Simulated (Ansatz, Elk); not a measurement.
# How far do independent atoms describe CaTlH3?

The structure of CaTlH3 used here is made up (a known structure type with other elements) and was relaxed beforehand with PBE. The aim is the Fourier transform of its all-electron density, F(hkl), set beside the sum over free spherical atoms that refinements use.

Method: DFT, PBE, all-electron APW+lo, Dirac cores, scalar-relativistic bands, static density, no spin, in Elk 11.2.3 (patched build).

This account leaves out most program logs.

The structure was built from a prototype and need not be the compound's stable phase.

**1. The starting structure**

Symmetry: Pm-3m, No. 221, cubic system. Conventional cell: a = 4.404 Å, b = 4.404 Å, c = 4.404 Å, α = 90.00°, β = 90.00°, γ = 90.00°. Tl has 12 H at 3.11 Å nearest. Nearest to Ca lie 6 H at 2.20 Å. H has 2 Ca at 2.20 Å nearest. Farther neighbours are not listed.

**2. Ground state and structure factors**

An all-electron density is needed, since X-rays see the cores too. Task 0 finds the density and task 195 Fourier-transforms it; tshift is off so that phases refer to the origin typed.

File elk.in:

```
tasks
  0
  195

xctype
  20

spinpol
  .false.

rgkmax
  7.0

gmaxvr
  14.0

lmaxo
  7

lmaxapw
  8

swidth
  0.002

tshift
  .false.

ramdisk
  .false.

hmaxvr
  5.5

maxscl
  120

epspot
  1e-06

sppath
  './'

avec
  8.32261099930 -0.00000000000 0.00000000000
  -0.00000000000 8.32261099930 0.00000000000
  0.00000000000 0.00000000000 8.32261099930

atoms
  3
  'Tl.in'
  1
  -0.0000000000 -0.0000000000 0.0000000000   0.000000 0.000000 0.000000
  'Ca.in'
  1
  0.5000000000 0.5000000000 0.5000000000   0.000000 0.000000 0.000000
  'H.in'
  3
  0.5000000000 0.5000000000 -0.0000000000   0.000000 0.000000 0.000000
  0.5000000000 -0.0000000000 0.5000000000   0.000000 0.000000 0.000000
  -0.0000000000 0.5000000000 0.5000000000   0.000000 0.000000 0.000000

ngridk
  5 5 5
```

Run with:

```bash
$ OMP_NUM_THREADS=4 elk
```

Wall time 15 s (4 threads of AMD EPYC 9R14 (Zen 4), shared host); peak memory 0.21 GiB.

SFACRHO.OUT:

```text

h k l indices transformed by vhmat matrix:
   1.000000000       0.000000000       0.000000000    
   0.000000000       1.000000000       0.000000000    
   0.000000000       0.000000000       1.000000000    

      h      k      l  multipl.   |H|            Re(F)            Im(F)           |F|

      0      0      0      1   0.0000000       104.00000      0.24056990E-16   104.00000    
      0      1      0      6  0.75495362       57.646487     -0.56287112E-14   57.646487    
      0     -1      1     12   1.0676656       86.739581     -0.12008381E-14   86.739581    
      1     -1     -1      8   1.3076180       56.611070      0.43753237E-14   56.611070    
     -2      0      0      6   1.5099072       81.958227     -0.94318163E-14   81.958227    
     -1      0     -2     24   1.6881276       51.085535      0.18090067E-13   51.085535    
     -2      1      1     24   1.8492512       74.504831     -0.54242607E-15   74.504831    
     -2      2      0     12   2.1353313       71.403499      0.16826315E-14   71.403499    
     -2     -1      2     24   2.2648609       46.999366      0.84615127E-14   46.999366    
      3      0      0      6   2.2648609       46.888730     -0.15808292E-13   46.888730    
     -3      0     -1     24   2.3873730       66.969130     -0.13432630E-13   66.969130    
     -3     -1      1     24   2.5038979       46.011285      0.13819794E-13   46.011285    
      2      2      2      8   2.6152361       64.682205      0.28013362E-13   64.682205    
      0     -2     -3     24   2.7220240       43.806042      0.28229696E-13   43.806042    
     -2      3      1     48   2.8247778       61.600968      0.62077018E-14   61.600968    
      0      0      4      6   3.0198145       59.965751      0.12077473E-13   59.965751    
      0      4     -1     24   3.1127535       41.218220     -0.12149983E-13   41.218220    
      3      2      2     24   3.1127535       41.259377     -0.23429261E-13   41.259377
```

Elk indexes on the primitive cell of elk.in and gives |H| = 4π sin θ/λ in inverse bohr. Below, one row stands for each form hkl of the conventional cell (m members, Friedel mates merged), F is for one primitive cell and the density is static (no thermal factor). Free-atom factors are Waasmaier and Kirfel's, and R is Σm||F|−|F'||/Σm|F|.

| hkl | m | sin θ/λ (Å⁻¹) | abs F, DFT | neutral atoms | diff. |
| --- | --- | --- | --- | --- | --- |
| 100 | 6 | 0.114 | 57.647 | 58.140 | -0.493 |
| 110 | 12 | 0.161 | 86.740 | 86.864 | -0.124 |
| 111 | 8 | 0.197 | 56.611 | 56.185 | +0.426 |
| 200 | 6 | 0.227 | 81.958 | 81.424 | +0.534 |
| 210 | 24 | 0.254 | 51.086 | 51.300 | -0.214 |
| 211 | 24 | 0.278 | 74.505 | 74.572 | -0.068 |
| 220 | 12 | 0.321 | 71.403 | 71.291 | +0.112 |
| 221 | 24 | 0.341 | 46.999 | 47.057 | -0.057 |
| 300 | 6 | 0.341 | 46.889 | 47.057 | -0.168 |
| 310 | 24 | 0.359 | 66.969 | 67.004 | -0.035 |
| 311 | 24 | 0.377 | 46.011 | 45.981 | +0.030 |
| 222 | 8 | 0.393 | 64.682 | 64.676 | +0.006 |
| 320 | 24 | 0.409 | 43.806 | 43.876 | -0.070 |
| 321 | 48 | 0.425 | 61.601 | 61.674 | -0.073 |
| 400 | 6 | 0.454 | 59.966 | 59.910 | +0.056 |
| 410 | 24 | 0.468 | 41.218 | 41.279 | -0.060 |
| 322 | 24 | 0.468 | 41.259 | 41.279 | -0.019 |
| 330 | 12 | 0.482 | 57.611 | 57.661 | -0.050 |
| 411 | 24 | 0.482 | 57.627 | 57.661 | -0.034 |
| 331 | 24 | 0.495 | 40.473 | 40.430 | +0.043 |
| 420 | 24 | 0.508 | 56.279 | 56.262 | +0.017 |
| 421 | 48 | 0.520 | 39.073 | 39.088 | -0.015 |

**3. The highest occupied states alone**

An energy window below the Fermi level keeps the highest occupied states, to see at which angles they scatter; shallow core shells can lie inside it and anion s states outside. No new self-consistency is needed.

Changes to elk.in since step 2:

```diff
@@ -1,3 +1,2 @@
 tasks
-  0
   195
@@ -40,2 +39,5 @@
 
+wsfac
+  -0.461440 0.389800
+
 sppath
```

Run with:

```bash
$ OMP_NUM_THREADS=4 elk
```

Wall time 5.3 s (4 threads); peak memory 0.16 GiB.

States within 15 eV below the Fermi level hold 18.00 electrons; any levels below the window count with the cores. Their amplitudes can exceed the total, where window and core parts have opposite phase:

| hkl | sin θ/λ (Å⁻¹) | abs F, window | abs F, all |
| --- | --- | --- | --- |
| 100 | 0.114 | 7.777 | 57.647 |
| 110 | 0.161 | 6.336 | 86.740 |
| 111 | 0.197 | 7.384 | 56.611 |
| 200 | 0.227 | 6.080 | 81.958 |
| 210 | 0.254 | 2.819 | 51.086 |
| 211 | 0.278 | 2.422 | 74.505 |
| 220 | 0.321 | 2.534 | 71.403 |
| 221 | 0.341 | 0.993 | 46.999 |
| 300 | 0.341 | 0.895 | 46.889 |
| 310 | 0.359 | 0.877 | 66.969 |

**4. Another functional**

The difference from free atoms is small, so it is set against the change that LDA (Perdew-Wang) makes.

Changes to elk.in since step 3:

```diff
@@ -1,2 +1,3 @@
 tasks
+  0
   195
@@ -4,3 +5,3 @@
 xctype
-  20
+  3
 
@@ -39,5 +40,2 @@
 
-wsfac
-  -0.461440 0.389800
-
 sppath
```

Run with:

```bash
$ OMP_NUM_THREADS=4 elk
```

Run time: 8.2 s. Hardware: 4 threads; peak memory 0.18 GiB; 19 s of CPU time.

Against the first run R = 0.02 %; the largest change is -0.117 at 200.

**5. Basis size**

A smaller basis shows how fast F responds to it; the change is likely larger than the basis error of the first run, but doesn't show convergence.

Changes to elk.in since step 4:

```diff
@@ -5,3 +5,3 @@
 xctype
-  3
+  20
 
@@ -11,3 +11,3 @@
 rgkmax
-  7.0
+  5.5
```

Run with:

```bash
$ OMP_NUM_THREADS=4 elk
```

Run time: 12 s. Hardware: 4 threads; peak memory 0.18 GiB; 24 s of CPU time.

Against the first run R = 0.00 %; the largest change is -0.005 at 111.

**6. Settings against the effect**

| run | R against the first run (%) | R against neutral atoms, low angle (%) | wall time |
| --- | --- | --- | --- |
| PBE, rgkmax 7 | 0.00 | 0.33 | 15 s |
| LDA (Perdew-Wang) | 0.02 | 0.29 | 8.2 s |
| rgkmax 5.5 | 0.00 | 0.33 | 12 s |

**7. Outcome**

```
R against neutral atoms, sin θ/λ < 0.3 Å⁻¹ : 0.33 %
R against neutral atoms, 0.3 to 0.83 Å⁻¹   : 0.10 %
```

In words: Independent neutral atoms miss the calculated amplitudes by R = 0.33 % below 0.3 Å⁻¹ and 0.10 % from there to 0.83 Å⁻¹; by shells, 0.86 % below 0.15 Å⁻¹ (1 form), 0.30 % 0.15 to 0.3 (5 forms), 0.11 % 0.3 to 0.45 (8 forms), 0.10 % above 0.45 (51 forms). Bonding, aspherical density and the tables' own atoms all enter these figures, and the runs don't part them. The largest change of an amplitude is +0.53 electrons, at 200. The window's part falls from 18.0 electrons at the origin to at most 0.40 between 0.45 and 0.83 Å⁻¹. The window holds more than the 8 outer electrons of the free atoms, so shallow core shells lie inside it. Below 0.3 Å⁻¹ the changes that finished (LDA (Perdew-Wang) and rgkmax 5.5) move F by R = 0.05 % at most, against the 0.33 % that separates it from free atoms. The k-mesh has no finished test. Spin-orbit coupling is left out, which can matter for elements this heavy. Part of the difference isn't bonding: the tables are fits to free atoms and ions calculated by other methods than this functional. Thermal motion, anomalous dispersion and extinction are left out.

[Logs are printed without paths, hosts, clocks, repeated set-up lines and the standing remarks that a program may print on its own settings, such as how far it seeks lower states.]

[Hosts, paths, dates, database ids (printed as entryN), source tags and the programs' standing remarks are cut or masked in the printed files.]
